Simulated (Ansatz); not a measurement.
# FeSi2 (Linzhiite, P4/mmm): modes against uniaxial strain along c, part 2 of 3

Aim: how do the optical modes of FeSi2 (Linzhiite, P4/mmm) shift and split under this strain?

Ansatz 0.2.0; DFT PBEsol, scalar-relativistic, plane waves, PAW; PAW set soft_1.

So far: The structure; Relaxation.

## (3) Tight relaxation

Phonons need small forces and stress, so the relaxation is finished with tight tolerances on 16×16×8 k points.

input.yaml reads:

```yaml
crystal:
  lattice:
    - [2.676277888, 0.0, 0.0]
    - [0.0, 2.676277888, 0.0]
    - [0.0, 0.0, 5.1063617687]
  atoms:
    - { symbol: Si, position: [0.5, 0.5, 0.2719374094] }
    - { symbol: Si, position: [0.5, 0.5, 0.7280625906] }
    - { symbol: Fe, position: [0.0, 0.0, 0.0] }
kpoints:
  mp_grid: { grid: [16, 16, 8] }
hamiltonian:
  xc: pbesol
  pseudopotentials: { kind: paw, azcp: { folder: soft_1 }, xc_functional: pbe }
scf:
  occupations: { method: methfessel_paxton, width: 0.2 }
output:
  forces: true
  stress: true
  eigenvalues: true
relax:
  adjacent_minimum: "off"
  f_tol: 0.001
  max_steps: 60
  cell: { stress_tol: 0.01 }
```

Started as:

```sh
$ ansatz run input.yaml --threads 4 --pin off --max-ram 10240MiB --backend cpu --events-out ev --progress --plain --runs-dir out
```

Numbers of over 12 decimals in the logs are rounded to 6 here.

The program printed:

```text
[...]
Crystal: 3 atoms, lattice volume = 36.574 Å³
Basis set: ecut = 420 eV, 733 PW (Γ), exchange–correlation on 36×36×72 points (8 copies of the dense FFT grid, shifted against one another)
Bands: 16, of which v1, the nominal top of the filled ones, is band 12 counted from 1 (11 counted from 0)
Symmetry: 16 space group operations
[...]
k-points: 225 of 2048
[...]
k-point 224: bands = [... 8 lower, 11.0717, 11.0717, 12.5583, 14.5745, 14.7468, 14.7468, 15.4899, 17.3122]
--- Relaxed structure (3 steps of the walk, 3 accepted, 1 SCFs on fresh bases) ---
[...]
cell:  # Å, volume = 36.5659 Å³
    - [2.675824, 0, 0]
    - [0, 2.675824, 0]
    - [0, 0, 5.106950]
  atoms:
    - { symbol: Si, position: [0.500000, 0.500000, 0.271975] }
    - { symbol: Si, position: [0.500000, 0.500000, 0.728025] }
    - { symbol: Fe, position: [0, 0, 0] }
[key lines of the parts left out:]
SCF converged after 7 iterations
Free energy (F): -5693.363928 eV
Fermi energy:    14.392019 eV
P = ⅓ Tr σ = -0.0025 GPa (-0.025 kbar)
```

It took 6.6 s on 4 threads of Arm Neoverse V2, shared host; peak memory 0.43 GiB.

Little changed from the start: no atom moved by 0.005 Å and no cell edge by 0.1 %.

Numbers from this step:

```
pressure : -0.002487 GPa
```

The largest force component left is 0.26 meV/Å and the pressure is -0.002 GPa, within the tolerances set. The cell now holds 12.19 Å³/atom.

## (4) Modes at rest

Phonons follow from the second derivative of the energy, found here by linear response.

The modes at rest are the reference of the series.

input.yaml, the sections that differ from step 3:

```yaml
crystal:
  lattice:
    - [2.6758240265, 0.0, 0.0]
    - [0.0, 2.6758240265, 0.0]
    - [0.0, 0.0, 5.1069498364]
  atoms:
    - { symbol: Si, position: [0.5, 0.5, 0.2719751077] }
    - { symbol: Si, position: [0.5, 0.5, 0.7280248923] }
    - { symbol: Fe, position: [0.0, 0.0, 0.0] }
output:
  eigenvalues: true
phonons:
  method: dfpt
# kpoints, hamiltonian, scf: as in step 3
# relax: removed
```

The program printed:

```text
zone centre: on kpoints.mp_grid the ground state, and the responses unless they are solved on pairs of k-points, stand on 405 of the mesh's 2048 k-points, reduced under 4 symmetry operations, with k and −k counted as one. Each operation leaves every solved displacement unchanged or reverses it
[...]
Crystal: 3 atoms, lattice volume = 36.566 Å³
Basis set: ecut = 420 eV, 733 PW (Γ), exchange–correlation on 36×36×72 points (8 copies of the dense FFT grid, shifted against one another)
Bands: 16, of which v1, the nominal top of the filled ones, is band 12 counted from 1 (11 counted from 0)
Symmetry: 16 space group operations
k-points: 405 of 2048 (irreducible under 4 space group operations, time reversal used)
[...]
SCF iter   1: F=—  HF=-5695.030340 eV  |F-HF|=—  |Δ(HF+E_count)|=         —  Δρ=1.22e-1  dr2=1.20e1  ethr=3.10e-3  ⟨swp⟩=5.1  Hψ=34345  notcnv=0
[...]
SCF iter  10: F=-5693.363928 eV  HF=-5693.363928 eV  |F-HF|=6.37e-12  |Δ(HF+E_count)|=  1.15e-10  S|Δr|=    0.00e0  Δρ=1.23e-7  dr2=4.00e-12  ethr=1.00e-12  ⟨swp⟩=4.3  Hψ=33588  notcnv=0
[...]
SCF 1 converged in 10 iterations: F = -5693.363928 eV  dr2 = 4.00e-12
[...]
DFPT response loops at Γ: preconditioner auto → Kerker (q_TF=auto, 2.543 Å⁻¹) (partly filled bands, converged f_vac=0.000); β = 1.00, the filter's whole step (`scf.mixing.beta` (0.50) is not read by the response loops under this deck's `scf.mixing.preconditioner`; to damp them name `kerker` or `kerker_dos`, under which they read `scf.mixing.beta`, and type it under 1.00, their step now; both keys bind the ground state too); Broyden in place of MSR1
SCF converged after 10 iterations
[...]
Free energy (F): -5693.363928 eV
[...]
Internal energy: -5693.364937 eV  (E = F + TS)
E sigma→0 (E₀):  -5693.364180 eV
Entropy (-TS):   0.001009 eV (0.336 meV/atom)
Fermi energy:    14.392020 eV
[...]
--- Band table (eV; the first three rows and the last of 405) ---
  k-point 0: bands = [... 8 lower, 12.6929, 12.8616, 12.8616, 13.7610, 18.9696, 18.9696, 20.9073, 21.5261]
  k-point 1: bands = [... 8 lower, 12.6545, 12.8547, 12.8547, 13.7611, 19.0714, 19.0714, 19.9083, 21.3379]
  k-point 2: bands = [... 8 lower, 12.5158, 12.8383, 12.8383, 13.7613, 18.4737, 19.3651, 19.3651, 21.0279]
  k-point 404: bands = [... 8 lower, 11.0717, 11.0717, 12.5583, 14.5745, 14.7468, 14.7468, 15.4899, 17.3123]
--- Phonons (Γ-DFPT): 4 representative perturbations + reference, on 405 of 2048 k-points (Σ response iterations 14) ---
  k mesh reduced under 4 symmetry operations, with k and −k counted as one. Each operation leaves every solved displacement unchanged or reverses it
  ASR residual: 7.313e-5 → 0.000e0 eV/Å²; symmetrization residual: 1.043e-6 eV/Å²
  ASR residual per site (eV/Å²): 5.44e-5 5.44e-5 7.31e-5
  Γ frequencies (cm⁻¹): 0.00 0.00 0.00 228.02 228.02 290.46 290.46 362.21 560.37
  non-analytic LO–TO correction: not included (Born effective charges unavailable; polar crystals: no LO–TO splitting at Γ)
```

Wall time 23 s (4 threads); peak memory 0.97 GiB.

Numbers from this step:

```
sum-rule residual before enforcement                    : 7.31e-5 eV/Å²
point group                                             : 4/mmm
highest optical mode at the zone centre (no LO-TO term) : 560.4 cm⁻¹
lowest optical zone-centre mode                         : 228.0 cm⁻¹
```

Patterns of degenerate modes are one choice out of their space. The modes at Γ (shares of kinetic energy by element, %):

| mode | frequency (cm⁻¹) | symmetry | Si % | Fe % |
| --- | --- | --- | --- | --- |
| 1 | 0.0 | acoustic | 50 | 50 |
| 2 | 0.0 | acoustic | 50 | 50 |
| 3 | 0.0 | acoustic | 50 | 50 |
| 4 | 228.0 | Eg | 100 | 0 |
| 5 | 228.0 | Eg | 100 | 0 |
| 6 | 290.5 | Eu | 50 | 50 |
| 7 | 290.5 | Eu | 50 | 50 |
| 8 | 362.2 | A2u | 50 | 50 |
| 9 | 560.4 | A1g | 100 | 0 |

Displacements in mode 5 (228.0 cm⁻¹), the largest set to 1:
```
Si1  0.00  1.00  0.00
Si2  0.00 -1.00  0.00
Fe3  0.00  0.00  0.00
```

Displacements in mode 9 (560.4 cm⁻¹), the largest set to 1:
```
Si1  0.00  0.00  1.00
Si2  0.00  0.00 -1.00
Fe3  0.00  0.00  0.00
```

Before it was imposed, the acoustic sum rule was missed by 7.3e-5 eV/Å². Small misses are needed for a sound result but don't prove that mesh and cutoff are converged. The lowest optical mode is real, 228 cm⁻¹.

## (5) A member of the series: uniaxial strain of +4 % along c

The cell takes a uniaxial strain of +4 % along c. The strained length and the angles are held, while the rest of the cell and the atoms relax.

input.yaml, the sections that differ from step 4:

```yaml
crystal:
  lattice:
    - [2.6588673814, 0.0, 0.0]
    - [0.0, 2.6588673814, 0.0]
    - [0.0, 0.0, 5.31122783]
  atoms:
    - { symbol: Si, position: [0.5, 0.5, 0.2725917153] }
    - { symbol: Si, position: [0.5, 0.5, 0.7274082847] }
    - { symbol: Fe, position: [0.0, 0.0, 0.0] }
output:
  forces: true
  stress: true
  eigenvalues: true
relax:
  adjacent_minimum: "off"
  f_tol: 0.001
  max_steps: 60
  cell: { stress_tol: 0.01, fix: [c, angles] }
# kpoints, hamiltonian, scf: as in step 4
# phonons: removed
```

The program printed:

```text
[...]
Crystal: 3 atoms, lattice volume = 37.548 Å³
Basis set: ecut = 420 eV, 733 PW (Γ), exchange–correlation on 36×36×72 points (8 copies of the dense FFT grid, shifted against one another)
Bands: 16, of which v1, the nominal top of the filled ones, is band 12 counted from 1 (11 counted from 0)
Symmetry: 16 space group operations
[...]
k-points: 225 of 2048
[...]
k-point 224: bands = [... 8 lower, 10.8647, 10.8647, 12.1726, 14.3409, 14.3409, 14.4013, 15.1514, 16.8405]
--- Relaxed structure (3 steps of the walk, 3 accepted, 1 SCFs on fresh bases) ---
[...]
cell:  # Å, volume = 37.4086 Å³
    - [2.653923, 0, 0.0]
    - [0, 2.653923, 0.0]
    - [0.0, 0.0, 5.31122783]
  atoms:
    - { symbol: Si, position: [0.500000, 0.500000, 0.272656] }
    - { symbol: Si, position: [0.500000, 0.500000, 0.727344] }
    - { symbol: Fe, position: [0, 0, 0.0] }
[key lines of the parts left out:]
SCF converged after 7 iterations
Free energy (F): -5693.290329 eV
Fermi energy:    14.071450 eV
P = ⅓ Tr σ = -5.2453 GPa (-52.453 kbar)
```

Wall time 7 s (4 threads); peak memory 0.43 GiB.

Relaxation path:

| step | energy less that of the first step (eV) | largest force component (eV/Å) | pressure (GPa) | volume (Å³) |
| --- | --- | --- | --- | --- |
| 1 | 0.0000 | 0.0152 | -5.89 | 37.55 |
| 2 | -0.0004 | 0.0196 | -5.44 | 37.44 |
| 3 | -0.0004 | 0.0009 | -5.24 | 37.41 |
| 4* | -0.0004 | 0.0009 | -5.25 | 37.41 |

Relaxation steps marked * repeat the geometry before them on a plane-wave basis chosen anew for their cell, so energy and pressure can jump there.

The run keeps the 16 symmetry operations that it works with, so distortions that break them were not tested.

| conventional cell, symmetrised | before | after | change |
| --- | --- | --- | --- |
| a (Å) | 2.659 | 2.654 | -0.2 % |
| b (Å) | 2.659 | 2.654 | -0.2 % |
| c (Å) | 5.311 | 5.311 | +0.0 % |
| volume (Å³/atom) | 12.52 | 12.47 | -0.4 % |

Final coordinates:

```
Si Fe
1.0
     2.65392    0.00000    0.00000
     0.00000    2.65392    0.00000
     0.00000    0.00000    5.31123
Si Fe
2 1
Direct
  0.50000 0.50000 0.27266
  0.50000 0.50000 0.72734
  0.00000 0.00000 0.00000
```

This step gave:

```
pressure        : -5.245 GPa
volume per atom : 12.47 Å³
```

The largest force component left is 0.85 meV/Å.

## (6) Zone-centre modes of the member: uniaxial strain of +4 % along c

The zone-centre modes follow for uniaxial strain of +4 % along c.

input.yaml, the sections that differ from step 5:

```yaml
crystal:
  lattice:
    - [2.6539232441, 0.0, 0.0]
    - [0.0, 2.6539232441, 0.0]
    - [0.0, 0.0, 5.31122783]
  atoms:
    - { symbol: Si, position: [0.5, 0.5, 0.2726563514] }
    - { symbol: Si, position: [0.5, 0.5, 0.7273436486] }
    - { symbol: Fe, position: [0.0, 0.0, 0.0] }
output:
  eigenvalues: true
phonons:
  method: dfpt
# kpoints, hamiltonian, scf: as in step 5
# relax: removed
```

The program printed:

```text
[...]
Crystal: 3 atoms, lattice volume = 37.409 Å³
Basis set: ecut = 420 eV, 733 PW (Γ), exchange–correlation on 36×36×72 points (8 copies of the dense FFT grid, shifted against one another)
Bands: 16, of which v1, the nominal top of the filled ones, is band 12 counted from 1 (11 counted from 0)
Symmetry: 16 space group operations
k-points: 405 of 2048 (irreducible under 4 space group operations, time reversal used)
[...]
SCF iter   1: F=—  HF=-5695.149007 eV  |F-HF|=—  |Δ(HF+E_count)|=         —  Δρ=1.28e-1  dr2=1.40e1  ethr=3.10e-3  ⟨swp⟩=5.1  Hψ=34225  notcnv=0
[...]
SCF iter  11: F=-5693.290329 eV  HF=-5693.290329 eV  |F-HF|=3.64e-12  |Δ(HF+E_count)|=  4.55e-12  S|Δr|=    0.00e0  Δρ=3.04e-8  dr2=6.09e-13  ethr=1.00e-12  ⟨swp⟩=5.2  Hψ=26891  notcnv=0
[...]
SCF 1 converged in 11 iterations: F = -5693.290329 eV  dr2 = 6.09e-13
[...]
SCF converged after 11 iterations
[...]
Free energy (F): -5693.290329 eV
[...]
Internal energy: -5693.290081 eV  (E = F + TS)
E sigma→0 (E₀):  -5693.290267 eV
Entropy (-TS):   -0.000248 eV (-0.083 meV/atom)
Fermi energy:    14.071450 eV
[...]
--- Band table (eV; the first three rows and the last of 405) ---
  k-point 0: bands = [... 8 lower, 12.1693, 12.6494, 12.6494, 13.6353, 19.0809, 19.0809, 19.1707, 21.2704]
  k-point 1: bands = [... 8 lower, 12.1086, 12.6448, 12.6448, 13.6353, 18.4367, 19.1733, 19.1733, 21.0851]
  k-point 2: bands = [... 8 lower, 11.8953, 12.6335, 12.6335, 13.6354, 17.2208, 19.4413, 19.4413, 20.7965]
  k-point 404: bands = [... 8 lower, 10.8647, 10.8647, 12.1726, 14.3409, 14.3409, 14.4013, 15.1514, 16.8405]
[...]
ASR residual: 3.241e-5 → 0.000e0 eV/Å²; symmetrization residual: 1.501e-6 eV/Å²
  ASR residual per site (eV/Å²): 3.24e-5 3.24e-5 2.12e-5
  Γ frequencies (cm⁻¹): 0.00 0.00 0.00 221.70 221.70 266.76 266.76 328.14 493.75
[...]
```

The job ended after 24 s (4 threads; peak memory 0.99 GiB; 88 s of CPU time).

Numbers from this step:

```yaml
sum_rule_residual_before_enforcement: 3.24e-5 eV/Å²
highest_optical_mode_at_the_zone_centre_no_lo_to_term: 493.8 cm⁻¹
lowest_optical_zone_centre_mode: 221.7 cm⁻¹
```

Patterns of degenerate modes are one choice out of their space. The modes at Γ (shares of kinetic energy by element, %):

| mode | frequency (cm⁻¹) | symmetry | Si % | Fe % |
| --- | --- | --- | --- | --- |
| 1 | 0.0 | acoustic | 50 | 50 |
| 2 | 0.0 | acoustic | 50 | 50 |
| 3 | 0.0 | acoustic | 50 | 50 |
| 4 | 221.7 | Eg | 100 | 0 |
| 5 | 221.7 | Eg | 100 | 0 |
| 6 | 266.8 | Eu | 50 | 50 |
| 7 | 266.8 | Eu | 50 | 50 |
| 8 | 328.1 | A2u | 50 | 50 |
| 9 | 493.8 | A1g | 100 | 0 |

The lowest optical mode is real, 222 cm⁻¹, and the highest lies at 493.8 cm⁻¹.

Between step 4 and this run (strain 4 %) the value for the highest optical mode at the zone centre (no LO-TO term) moves from 560 cm⁻¹ to 494 cm⁻¹ (-12 %).

## (7) Relaxation of a member: uniaxial strain of -4 % along c

The cell takes a uniaxial strain of -4 % along c. The strained length and the angles are held, while the rest of the cell and the atoms relax.

input.yaml, the sections that differ from step 6:

```yaml
crystal:
  lattice:
    - [2.6959097575, 0.0, 0.0]
    - [0.0, 2.6959097575, 0.0]
    - [0.0, 0.0, 4.9026718429]
  atoms:
    - { symbol: Si, position: [0.5, 0.5, 0.2707374225] }
    - { symbol: Si, position: [0.5, 0.5, 0.7292625775] }
    - { symbol: Fe, position: [0.0, 0.0, 0.0] }
output:
  forces: true
  stress: true
  eigenvalues: true
relax:
  adjacent_minimum: "off"
  f_tol: 0.001
  max_steps: 60
  cell: { stress_tol: 0.01, fix: [c, angles] }
# kpoints, hamiltonian, scf: as in step 6
# phonons: removed
```

The program printed:

```text
[...]
Crystal: 3 atoms, lattice volume = 35.632 Å³
Basis set: ecut = 420 eV, 693 PW (Γ), exchange–correlation on 40×40×72 points (8 copies of the dense FFT grid, shifted against one another)
Bands: 16, of which v1, the nominal top of the filled ones, is band 12 counted from 1 (11 counted from 0)
Symmetry: 16 space group operations
[...]
k-points: 225 of 2048
[...]
k-point 224: bands = [... 8 lower, 11.1918, 11.1918, 12.9394, 14.6913, 15.1617, 15.1617, 15.8193, 17.6430]
--- Relaxed structure (3 steps of the walk, 3 accepted, 1 SCFs on fresh bases) ---
[...]
cell:  # Å, volume = 35.8309 Å³
    - [2.703412, 0, 0.0]
    - [0, 2.703412, 0.0]
    - [0.0, 0.0, 4.9026718429]
  atoms:
    - { symbol: Si, position: [0.5, 0.5, 0.270216] }
    - { symbol: Si, position: [0.5, 0.5, 0.729784] }
    - { symbol: Fe, position: [0, 0, 0] }
[key lines of the parts left out:]
SCF converged after 7 iterations
Free energy (F): -5693.277400 eV
Fermi energy:    14.647135 eV
P = ⅓ Tr σ = 6.4366 GPa (64.366 kbar)
```

Run time: 7.1 s. Hardware: 4 threads; peak memory 0.43 GiB; 27 s of CPU time.

[end of part 2 of 3]

[Logs are printed without paths, hosts, clocks, repeated set-up lines and the standing remarks that a program may print on its own settings, such as how far it seeks lower states.]

[Hosts, paths, dates, database ids (printed as entryN), source tags and the programs' standing remarks are cut or masked in the printed files.]
